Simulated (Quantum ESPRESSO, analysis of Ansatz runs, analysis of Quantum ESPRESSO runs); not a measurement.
# Reproducing a measured charge-transition level: substitutional P in diamond (Quantum ESPRESSO)

Subject: substitutional P in diamond. Wanted: its charge-transition level, in one set-up (PBE, GBRV 1.5 PBE, cutoffs x 0.85, 64-site cell, PBE lattice, k: the zone centre alone then 2x2x2 shifted, dielectric constants 5.7 and 5.7 (handbook)). The model is a cell of 64 host atoms with 1 C taken out and 1 P put in. The level is the Fermi energy at which two charge states have equal formation energy, after a correction for the images of the charge. This set-up takes another basis size than the usual one.

What was measured. (+1/0) level below the conduction-band bottom: 0.6 eV, by known donor activation energy used as empirical marker; method not stated in the paper (quoted in “Hunting the elusive shallow n-type donor – An ab initio study of Li and N co-doped diamond”, 2021, S. Conejeros et al., quoting earlier work (2000)). (+1/0) level below the conduction-band bottom: 0.62 eV, by donor ionization energy (cited; method not stated) (quoted in “Phosphorescence and donor-acceptor pair recombination in laboratory-grown diamonds”, 2023, Jiahui Zhao et al., quoting earlier work (2013)). The runs below try to reproduce this.

Program: Quantum ESPRESSO 7.5. Level of theory: Quantum ESPRESSO plane-wave DFT, PBE, GBRV 1.5 PBE potentials; relaxation of all atoms of a defect supercell. Results are calculated unless marked as measured.

## 1. Set-up

The cell holds 64 atoms: 63 C and 1 P. Its edges and angles: a = 7.141 Å, b = 7.141 Å, c = 7.141 Å, α = 90.0°, β = 90.0°, γ = 90.0°. It derives from C (space group Fd-3m). Nearest the centre at fractional (0.375, 0.375, 0.375): P8 at 0.05 Å, C42 at 1.52 Å, C49 at 1.52 Å, C4 at 1.56 Å, C27 at 1.59 Å, C14 at 2.48 Å, C38 at 2.49 Å, C53 at 2.49 Å. The cell carries charge +1.

The host's primitive cell comes from a first run (Quantum ESPRESSO plane-wave DFT, PBE, GBRV 1.5 PBE potentials; relaxation of cell and atoms of a defect-free cell): vectors of 2.525, 2.525 and 2.525 Å. That is 5.69 Å³ an atom, 0.3 % over the diffraction cell's volume. The supercell is built on it.

## 2. Relaxation, charge +1

Every later number rests on the structure around the defect, so the atoms are relaxed at the host's lattice first.

pw.in reads:

```
&CONTROL
  calculation = 'relax'
  prefix = 'pwscf'
  outdir = './tmp'
  pseudo_dir = './pseudo'
  tprnfor = .true.
  disk_io = 'low'
  nstep = 70
  forc_conv_thr = 0.00078
  etot_conv_thr = 0.0001
/
&SYSTEM
  ibrav = 0
  nat = 64
  ntyp = 2
  ecutwfc = 38
  ecutrho = 306
  nbnd = 132
  occupations = 'smearing'
  smearing = 'fd'
  degauss = 0.00073499
  tot_charge = 1
  nosym = .true.
/
&ELECTRONS
  conv_thr = 6d-08
  electron_maxstep = 100
  mixing_beta = 0.5
/
&IONS
  ion_dynamics = 'bfgs'
/
ATOMIC_SPECIES
C     12.0110 c_pbe_v1.2.uspp.F.UPF
P     30.9738 p_pbe_v1.5.uspp.F.UPF
CELL_PARAMETERS angstrom
   7.1413542048    0.0000000000    0.0000000000
   0.0000000000    7.1413542048    0.0000000000
   0.0000000000    0.0000000000    7.1413542048
ATOMIC_POSITIONS crystal
C      0.0044652213    0.0048371578    0.2523841832
C     -0.0038865473    0.2521050617   -0.0054299256
C      0.2560638610    0.0029595949    0.0018684257
C      0.2432238634    0.2511043321    0.2513729712
C      0.1298886615    0.1232023970    0.3703212994
C      0.1297751082    0.3768661517    0.1202317250
C      0.3697123630    0.1280661056    0.1215852500
P      0.3754387746    0.3816365000    0.3728125423
C      0.0064836019   -0.0026170845    0.7496333913
C     -0.0060916158    0.2497993275    0.5034456602
C      0.2552552585    0.0044004012    0.4985719405
C      0.2517453405    0.2436197037    0.7477051726
C      0.1299599569    0.1243777690    0.8700977268
C      0.1309648201    0.3754610116    0.6213628285
C      0.3772723090    0.1307862393    0.6282212844
C      0.3794093070    0.3780898441    0.8794756567
C      0.0038021211    0.4948532464    0.2528417300
C      0.0030880459    0.7493633936    0.0062513464
C      0.2552680323    0.5023556785    0.0039647499
C      0.2502288501    0.7446870090    0.2545541609
C      0.1314399637    0.6275400060    0.3760468350
C      0.1269941258    0.8745765130    0.1183018848
C      0.3719003925    0.6247351163    0.1187276084
C      0.3714946872    0.8755172201    0.3689613005
C     -0.0068193387    0.4999205040    0.7515845903
C      0.0012649816    0.7536659862    0.4941706781
C      0.2490089521    0.5062971749    0.5028955205
C      0.2462860556    0.7558551599    0.7509717747
C      0.1211163561    0.6244944465    0.8691963501
C      0.1308975043    0.8713435247    0.6259328767
C      0.3708608314    0.6223919919    0.6300086130
C      0.3774654777    0.8763140837    0.8685800911
C      0.5014023130   -0.0068250484    0.2493123522
C      0.4960608405    0.2519967196   -0.0054329329
C      0.7444497194    0.0042674942   -0.0000592045
C      0.7482886527    0.2540437980    0.2445465960
C      0.6307591977    0.1212343597    0.3762931443
C      0.6212794136    0.3706207387    0.1289999918
C      0.8771533055    0.1219465688    0.1309211874
C      0.8780797829    0.3736848420    0.3688513478
C      0.5054424573   -0.0042490406    0.7511601463
C      0.4972998595    0.2562085523    0.5017843056
C      0.7484151923    0.0016081750    0.4933725733
C      0.7495076769    0.2569753349    0.7496493614
C      0.6202153048    0.1207159652    0.8722117452
C      0.6196853016    0.3731222399    0.6291531464
C      0.8809824496    0.1242679260    0.6285630031
C      0.8770840275    0.3684866709    0.8734986670
C      0.4956111469    0.5028791361    0.2546334836
C      0.4958933255    0.7483490307    0.0054249564
C      0.7475039472    0.4973555570    0.0059830818
C      0.7458252832    0.7517390216    0.2446550800
C      0.6235212152    0.6188243242    0.3720512968
C      0.6267163763    0.8684242664    0.1233164303
C      0.8701565679    0.6300028154    0.1242694996
C      0.8760125300    0.8807056333    0.3710704761
C      0.5048270585    0.4968756070    0.7460052157
C      0.5059126269    0.7519546815    0.5032001078
C      0.7482922260    0.4950912673    0.4953086806
C      0.7502709543    0.7494120967    0.7430285166
C      0.6212194408    0.6235625679    0.8692849507
C      0.6216633046    0.8688654780    0.6244952917
C      0.8741096170    0.6241099212    0.6318873511
C      0.8701849222    0.8721462567    0.8707938377
K_POINTS gamma
```

The run is started by

```console
OMP_NUM_THREADS=1 mpirun -n 4 pw.x -in pw.in > pw.out
```

The program printed:

```text
This program is part of the open-source Quantum ESPRESSO suite
     for quantum simulation of materials; please cite
         "P. Giannozzi et al., J. Phys.:Condens. Matter 21 395502 (2009);
         "P. Giannozzi et al., J. Phys.:Condens. Matter 29 465901 (2017);
         "P. Giannozzi et al., J. Chem. Phys. 152 154105 (2020);
          URL
     in publications or presentations arising from this work. More details at

     gamma-point specific algorithms are used

     Subspace diagonalization in iterative solution of the eigenvalue problem:
     a serial algorithm will be used

     --------------------
     sticks:   dense  smooth     PW     G-vecs:    dense   smooth      PW
     Min        1106     553    138                55510    19501    2442
     Max        1108     556    139                55516    19506    2445
     Sum        4429    2217    553               222055    78013    9771

     Using Slab Decomposition

     bravais-lattice index     =            0
     lattice parameter (alat)  =      13.4952  a.u.
     unit-cell volume          =    2457.7535 (a.u.)^3
     number of atoms/cell      =           64
     number of atomic types    =            2
     number of electrons       =       256.00
     number of Kohn-Sham states=          132
     kinetic-energy cutoff     =      38.0000  Ry
     charge density cutoff     =     306.0000  Ry
     scf convergence threshold =      6.0E-08
     mixing beta               =       0.5000
     number of iterations used =            8  plain     mixing
     energy convergence thresh.=      1.0E-04
     force convergence thresh. =      7.8E-04
     Exchange-correlation=  SLA  PW   PBX  PBC
                           (   1   4   3   4   0   0   0)
     nstep                     =           70

     celldm(1)=  13.495204  celldm(2)=   0.000000  celldm(3)=   0.000000
     celldm(4)=   0.000000  celldm(5)=   0.000000  celldm(6)=   0.000000

     crystal axes: (cart. coord. in units of alat)
               a(1) = (   1.000000   0.000000   0.000000 )
               a(2) = (   0.000000   1.000000   0.000000 )
               a(3) = (   0.000000   0.000000   1.000000 )

     reciprocal axes: (cart. coord. in units 2 pi/alat)
               b(1) = (  1.000000  0.000000  0.000000 )
               b(2) = (  0.000000  1.000000  0.000000 )
               b(3) = (  0.000000  0.000000  1.000000 )

     PseudoPot. # 1 for C  read from file:
     c_pbe_v1.2.uspp.F.UPF
     Pseudo is Ultrasoft + core correction, Zval =  4.0
     Generated by new atomic code, or converted to UPF format
     Using radial grid of  721 points,  4 beta functions with:
                l(1) =   0
                l(2) =   0
                l(3) =   1
                l(4) =   1
     Q(r) pseudized with  8 coefficients,  rinner =    1.100   1.100   1.100

     PseudoPot. # 2 for P  read from file:
     p_pbe_v1.5.uspp.F.UPF
     Pseudo is Ultrasoft + core correction, Zval =  5.0
     Generated by new atomic code, or converted to UPF format
     Using radial grid of  903 points,  6 beta functions with:
                l(1) =   0
                l(2) =   0
                l(3) =   1
                l(4) =   1
                l(5) =   2
                l(6) =   2
     Q(r) pseudized with  8 coefficients,  rinner =    1.300   1.300   1.300
                                                       1.300   1.300

     atomic species   valence    mass     pseudopotential
     C                 4.00    12.01100     C ( 1.00)
     P                 5.00    30.97380     P ( 1.00)

     No symmetry found

   Cartesian axes

     site n.     atom                  positions (alat units)
         1        C      tau(   1) = (   0.0044652   0.0048372   0.2523842  )
         2        C      tau(   2) = (  -0.0038865   0.2521051  -0.0054299  )
         3        C      tau(   3) = (   0.2560639   0.0029596   0.0018684  )
         4        C      tau(   4) = (   0.2432239   0.2511043   0.2513730  )
         5        C      tau(   5) = (   0.1298887   0.1232024   0.3703213  )
         6        C      tau(   6) = (   0.1297751   0.3768662   0.1202317  )
         7        C      tau(   7) = (   0.3697124   0.1280661   0.1215853  )
         8        P      tau(   8) = (   0.3754388   0.3816365   0.3728125  )
         9        C      tau(   9) = (   0.0064836  -0.0026171   0.7496334  )
        10        C      tau(  10) = (  -0.0060916   0.2497993   0.5034457  )
        11        C      tau(  11) = (   0.2552553   0.0044004   0.4985719  )
        12        C      tau(  12) = (   0.2517453   0.2436197   0.7477052  )
        13        C      tau(  13) = (   0.1299600   0.1243778   0.8700977  )
        14        C      tau(  14) = (   0.1309648   0.3754610   0.6213628  )
        15        C      tau(  15) = (   0.3772723   0.1307862   0.6282213  )
        16        C      tau(  16) = (   0.3794093   0.3780898   0.8794757  )
        17        C      tau(  17) = (   0.0038021   0.4948532   0.2528417  )
[...]
57        C      tau(  57) = (   0.5048271   0.4968756   0.7460052  )
        58        C      tau(  58) = (   0.5059126   0.7519547   0.5032001  )
        59        C      tau(  59) = (   0.7482922   0.4950913   0.4953087  )
        60        C      tau(  60) = (   0.7502710   0.7494121   0.7430285  )
        61        C      tau(  61) = (   0.6212194   0.6235626   0.8692850  )
        62        C      tau(  62) = (   0.6216633   0.8688655   0.6244953  )
        63        C      tau(  63) = (   0.8741096   0.6241099   0.6318874  )
        64        C      tau(  64) = (   0.8701849   0.8721463   0.8707938  )

     number of k points=     1  Fermi-Dirac smearing, width (Ry)=  0.0007
                       cart. coord. in units 2pi/alat
        k(    1) = (   0.0000000   0.0000000   0.0000000), wk =   2.0000000

     Dense  grid:   111028 G-vectors     FFT dimensions: (  75,  75,  75)

     Smooth grid:    39007 G-vectors     FFT dimensions: (  54,  54,  54)

     Initial potential from superposition of free atoms

     starting charge     256.9973, renormalised to     256.0000
     Starting wfcs are  256 randomized atomic wfcs

     Self-consistent Calculation

     iteration #  1     ecut=    38.00 Ry     beta= 0.50
     Davidson diagonalization with overlap
     ethr =  1.00E-02,  avg # of iterations =  2.0

     total energy              =    -738.63298840 Ry
     estimated scf accuracy    <       4.22333190 Ry

     iteration #  2     ecut=    38.00 Ry     beta= 0.50
     Davidson diagonalization with overlap
     ethr =  1.65E-03,  avg # of iterations =  1.0

[...]
C                0.0009602842        0.2495569619        0.4988311732
C                0.2539636049        0.0013509783        0.4987492136
C                0.2520548475        0.2515188594        0.7502529488
C                0.1268482045        0.1233541912        0.8738296308
C                0.1233199376        0.3740873379        0.6250684983
C                0.3780979088        0.1241756233        0.6250776006
C                0.3766427150        0.3765890660        0.8743515153
[...]
NEW-OLD atomic charge density approx. for the potential

     Self-consistent Calculation

[... 43 further cycles ...]
     iteration #  3     ecut=    38.00 Ry     beta= 0.50
     Davidson diagonalization with overlap
     ethr =  9.84E-10,  avg # of iterations =  2.0

     total energy              =    -739.15432314 Ry
     estimated scf accuracy    <       0.00000053 Ry

     iteration #  4     ecut=    38.00 Ry     beta= 0.50
     Davidson diagonalization with overlap
     ethr =  2.09E-10,  avg # of iterations =  5.0

     total energy              =    -739.15432324 Ry
     estimated scf accuracy    <       0.00000005 Ry

     iteration #  5     ecut=    38.00 Ry     beta= 0.50
     Davidson diagonalization with overlap
     ethr =  1.80E-11,  avg # of iterations =  2.0

     total energy              =    -739.15432325 Ry
     estimated scf accuracy    <          7.0E-09 Ry

     iteration #  6     ecut=    38.00 Ry     beta= 0.50
     Davidson diagonalization with overlap
     ethr =  2.73E-12,  avg # of iterations =  2.0

     End of self-consistent calculation

          k = 0.0000 0.0000 0.0000 (  4886 PWs)   bands (ev):

[...]
17.5010  17.5019  17.5033  17.9092

     the Fermi energy is    14.7538 ev

!    total energy              =    -739.15432325 Ry
     estimated scf accuracy    <          2.9E-10 Ry
     smearing contrib. (-TS)   =       0.00000000 Ry
     internal energy E=F+TS    =    -739.15432325 Ry

     The total energy is F=E-TS. E is the sum of the following terms:
     one-electron contribution =     260.26908417 Ry
     hartree contribution      =      62.97356001 Ry
     xc contribution           =    -238.25987262 Ry
     ewald contribution        =    -824.13709481 Ry

     convergence has been achieved in   6 iterations

     Forces acting on atoms (cartesian axes, Ry/au):

[...]
Total force =     0.003748     Total SCF correction =     0.000029
     Energy error            =      5.5E-05 Ry
     Gradient error          =      9.0E-04 Ry/Bohr

     number of scf cycles    =   8
     number of bfgs steps    =   7

     energy             old  =    -739.1542683815 Ry
     energy             new  =    -739.1543232497 Ry

     CASE: energy            _new < energy            _old

     new trust radius        =       0.0016524348 bohr
     new conv_thr            =       0.0000000006 Ry

ATOMIC_POSITIONS (crystal)
[...]
NEW-OLD atomic charge density approx. for the potential

     Self-consistent Calculation

     iteration #  1     ecut=    38.00 Ry     beta= 0.50
     Davidson diagonalization with overlap
     ethr =  1.00E-06,  avg # of iterations =  2.0

     Threshold (ethr) on eigenvalues was too large:
     Diagonalizing with lowered threshold

     Davidson diagonalization with overlap
     ethr =  1.05E-09,  avg # of iterations =  5.0

     total energy              =    -739.15433466 Ry
     estimated scf accuracy    <       0.00000438 Ry

     iteration #  2     ecut=    38.00 Ry     beta= 0.50
     Davidson diagonalization with overlap
     ethr =  1.71E-09,  avg # of iterations =  2.0

     total energy              =    -739.15433512 Ry
     estimated scf accuracy    <       0.00000081 Ry

     iteration #  3     ecut=    38.00 Ry     beta= 0.50
     Davidson diagonalization with overlap
     ethr =  3.18E-10,  avg # of iterations =  2.0

     total energy              =    -739.15433526 Ry
     estimated scf accuracy    <       0.00000018 Ry

     iteration #  4     ecut=    38.00 Ry     beta= 0.50
     Davidson diagonalization with overlap
     ethr =  6.89E-11,  avg # of iterations =  2.0

     total energy              =    -739.15433528 Ry
     estimated scf accuracy    <       0.00000001 Ry

     iteration #  5     ecut=    38.00 Ry     beta= 0.50
     Davidson diagonalization with overlap
     ethr =  4.89E-12,  avg # of iterations =  4.0

     total energy              =    -739.15433528 Ry
     estimated scf accuracy    <          2.0E-09 Ry

     iteration #  6     ecut=    38.00 Ry     beta= 0.50
     Davidson diagonalization with overlap
     ethr =  7.82E-13,  avg # of iterations =  2.0

     End of self-consistent calculation

          k = 0.0000 0.0000 0.0000 (  4886 PWs)   bands (ev):

[...]
5.2259   5.2424   5.3319   5.3321   5.3324   5.8761   5.8761   5.8971
     5.8972   5.8973   5.9987   5.9989   5.9989   6.0317   6.0318   6.0319
     6.1133   7.3004   7.3005   7.3005   7.3025   7.3026   7.3027   8.9742
     8.9744   8.9748   9.0729   9.0731   9.2999   9.3913   9.3915   9.3917
     9.4009   9.4010   9.4010   9.5043   9.5045   9.5046   9.6053   9.6054
     9.6056  10.5358  10.5360  10.5361  10.5405  10.5407  10.5903  10.5906
    10.5908  10.6331  10.7178  10.7180  10.7181  10.7247  10.7248  10.8248
    10.8250  10.8251  10.9395  10.9398  10.9405  13.6137  13.6141  13.6143
    17.5006  17.5013  17.5018  17.9081

     the Fermi energy is    14.7527 ev

!    total energy              =    -739.15433528 Ry
     estimated scf accuracy    <          1.3E-10 Ry
     smearing contrib. (-TS)   =       0.00000000 Ry
     internal energy E=F+TS    =    -739.15433528 Ry

     The total energy is F=E-TS. E is the sum of the following terms:
     one-electron contribution =     260.28015549 Ry
     hartree contribution      =      62.96740501 Ry
     xc contribution           =    -238.26001022 Ry
     ewald contribution        =    -824.14188556 Ry

     convergence has been achieved in   6 iterations

     Forces acting on atoms (cartesian axes, Ry/au):

[...]
atom   57 type  1   force =    -0.00005024   -0.00002762    0.00004483
     atom   58 type  1   force =    -0.00010123    0.00000958   -0.00010432
     atom   59 type  1   force =     0.00018329   -0.00005378   -0.00002742
     atom   60 type  1   force =    -0.00011416   -0.00001714   -0.00017706
     atom   61 type  1   force =     0.00017409   -0.00003909    0.00004183
     atom   62 type  1   force =     0.00010783   -0.00006764   -0.00009649
     atom   63 type  1   force =    -0.00007383    0.00004980   -0.00002202
     atom   64 type  1   force =    -0.00013858   -0.00001017    0.00007291

     Total force =     0.001698     Total SCF correction =     0.000024
     Energy error            =      1.2E-05 Ry
     Gradient error          =      2.8E-04 Ry/Bohr

     bfgs converged in   9 scf cycles and   8 bfgs steps
     (criteria: energy <  1.0E-04 Ry, force <  7.8E-04 Ry/Bohr)

     End of BFGS Geometry Optimization

     Final energy             =    -739.1543352821 Ry

     File ./tmp/pwscf.bfgs deleted, as requested
Begin final coordinates

ATOMIC_POSITIONS (crystal)
[...]
C                0.5002481397        0.5000882314        0.7502926392
C                0.5002640194        0.7509661682        0.4994565596
C                0.7510936000        0.5001050411        0.4994491351
C                0.7501498259        0.7499674582        0.7493328699
C                0.6254949131        0.6253589982        0.8739904025
C                0.6255192488        0.8746606006        0.6247240497
C                0.8748272075        0.6253480114        0.6247090806
C                0.8751544248        0.8749410152        0.8742773810
End final coordinates

=------------------------------------------------------------------------------=
   JOB DONE.
=------------------------------------------------------------------------------=
```

Elapsed: 100 s, on 4 MPI ranks of Arm Neoverse N1, shared host; peak memory 0.75 GiB; 6.6 min of CPU time.

[end of part 1 of 4]

[Logs are printed without paths, hosts, clocks, repeated set-up lines and the standing remarks that a program may print on its own settings, such as how far it seeks lower states.]

[Hosts, paths, dates, database ids (printed as entryN), source tags and the programs' standing remarks are cut or masked in the printed files.]

[For some hosts the program warned that the k-mesh of the response run may be too coarse for force constants and the static dielectric constant; such warnings are not shown here.]
